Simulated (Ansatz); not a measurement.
## Rb: optical spectrum from first principles: ground state and bands

Ansatz 0.2.0; DFT, PBE, plane-wave PAW, default files, scalar-relativistic, ground state.

The self-consistent density comes first; it also tells whether there is a gap, which decides the occupations and the need for a Drude term.

The database entry behind the starting cell lists a temperature near 78 K, so it need not match the best structure at ambient conditions.

File input.yaml:

```yaml
crystal:
  lattice:
    - [-2.8025, 2.8025, 2.8025]
    - [2.8025, -2.8025, 2.8025]
    - [2.8025, 2.8025, -2.8025]
  atoms:
    - { symbol: Rb, position: [0.0, 0.0, 0.0] }
kpoints:
  mp_grid: { grid: [6, 6, 6] }
  band_path:
    path:
      - [[0.0, 0.0, 0.0], [0.5, -0.5, 0.5], [0.0, 0.0, 0.5], [0.0, 0.0, 0.0], [0.25, 0.25, 0.25], [0.5, -0.5, 0.5]]
      - [[0.25, 0.25, 0.25], [0.0, 0.0, 0.5]]
    npoints: 10
scf:
  occupations: { method: fermi_dirac, width: 0.05 }
  n_extra_bands: 6
hamiltonian:
  xc: pbe
  pseudopotentials: { kind: paw }
output:
  forces: true
  stress: true
  populations: true
  write_bands: true
  write_density: true
  write_potential: true
  elf: true
  volumetric_format: npy
```

Started as:

```console
> ansatz run input.yaml --threads 4 --pin off --max-ram 8192MiB --backend cpu --events-out ev --progress --plain --runs-dir out
```

**Question.** What does this run give for the electronic bands?

The cell holds 9 valence electrons, an odd number, so without spin polarisation at least one band is left partly filled and the system must be a metal.

Valence density in the ac plane of the conventional cell at fractional y = 0.000, with atoms of Rb within 0.2 Å of it. It is the smooth field of the valence electrons, not physical close to the nuclei.

Electrostatic potential energy in the ac plane of the conventional cell at fractional y = 0.000, with atoms of Rb within 0.2 Å of it. With pseudopotentials it is smooth inside the atoms' cores, unlike the true potential.

Read-outs, printed or worked out from the files:

- volume: 88.04 Å³
- gap on the path: 0 eV

The electronic bands at the labelled points (eV, zero at the Fermi level; # counts the bands kept):

```
    point     #1    #2    #3    #4
        Γ  -2.03  3.69  3.69  3.69
  halfway  -0.63  2.31  3.07  3.07
        H   1.22  1.22  3.32  3.32
  halfway   0.91  0.95  2.69  2.93
        N   0.22  0.79  2.58  4.31
  halfway  -1.30  2.47  3.02  4.38
        Γ  -2.03  3.69  3.69  3.69
  halfway  -0.96  2.37  2.37  4.44
        P   1.29  1.29  1.29  2.67
  halfway   1.11  1.11  1.47  4.27
        H   1.22  1.22  3.32  3.32
jump to P   1.29  1.29  1.29  2.67
  halfway   0.61  0.90  2.00  3.74
        N   0.22  0.79  2.58  4.31
```

The electronic bands as a text plot (rows in eV, shown from -2.0 to 5.6 only):

```
    5.4 |        * *  *     ****              ****     **  ******
    5.1 |   **  *   **     **** *           **    **  *  **  **
    4.8 |***                   **    **   **        **
    4.5 | *   **         **  ********* *****        *           *
    4.1 |   **          *   *     *      *  *        *        **
    3.8 |***    *      *           ******    *     *  **
    3.5 | **         **    *       *** **         *     **   *
    3.2 |   *************         **     *    *          ** *
    2.9 |    *        *  **     ***            * *         *
    2.6 |              *** ***** *        *     *       *      **
    2.2 |     **                           *           *      *
    1.9 |       *                           **               *
    1.6 |        *              *             *      **     *
    1.3 |         ******       *               ******  *****
    1.0 |         *    ****   *                *   ****     ***
    0.7 |                 ****                               * **
    0.3 |        *         ***                *               ***
    0.0 |       *             *              *
   -0.3 |                      *
   -0.6 |     **                *           *
   -0.9 |                                  *
   -1.2 |    *                   *        *
   -1.6 |   *                     *      *
   -1.9 |***                       ******
         Γ           H       N        Γ         P        H|P    N
```

Ten even steps from '_' (0.0 e/Å³) to '@' (2.0 e/Å³), each cell a mean:
```
%%@@++..__________________--%%@@
@@**--____________________..++%%
--::..______________________..--
________________________________
________________________________
________________________________
________________________________
________________________________
________________________________
________________________________
________________________________
________________________________
....__________________________..
**==..____________________..--++
@@%%==..__________________::**@@
**@@**..__________________--@@%%
```

Values in eV, 16 rows by 16 columns, each cell a mean:
```
-87 -76 -26  -5   1   3   4   4   4   4   3   2  -1 -12 -53 -86
-62 -37 -11  -2   1   3   4   4   4   4   3   2   0  -6 -22 -53
-14  -9  -3   0   2   3   4   4   4   4   4   3   1  -1  -6 -12
 -2  -1   1   2   3   4   4   4   4   4   4   3   3   1   0  -1
  2   2   3   3   4   4   4   4   4   4   4   4   3   3   2   2
  3   3   4   4   4   4   4   4   4   4   4   4   4   4   3   3
  4   4   4   4   4   4   4   4   4   4   4   4   4   4   4   4
  4   4   4   4   4   4   4   4   4   4   4   4   4   4   4   4
  4   4   4   4   4   4   4   4   4   4   4   4   4   4   4   4
  4   4   4   4   4   4   4   4   4   4   4   4   4   4   4   4
  3   3   3   4   4   4   4   4   4   4   4   4   4   3   3   3
  1   1   2   3   3   4   4   4   4   4   4   4   3   2   1   1
 -5  -3  -1   1   3   4   4   4   4   4   4   3   2   0  -2  -5
-30 -18  -6  -1   2   3   4   4   4   4   4   3   1  -3 -11 -26
-82 -58 -18  -3   1   3   4   4   4   4   3   2  -1  -9 -37 -76
-87 -82 -30  -5   1   3   4   4   4   4   3   2  -2 -14 -62 -87
```

[Logs are printed without paths, hosts, clocks, repeated set-up lines and the standing remarks that a program may print on its own settings, such as how far it seeks lower states.]

[Hosts, paths, dates, database ids (printed as entryN), source tags and the programs' standing remarks are cut or masked in the printed files.]
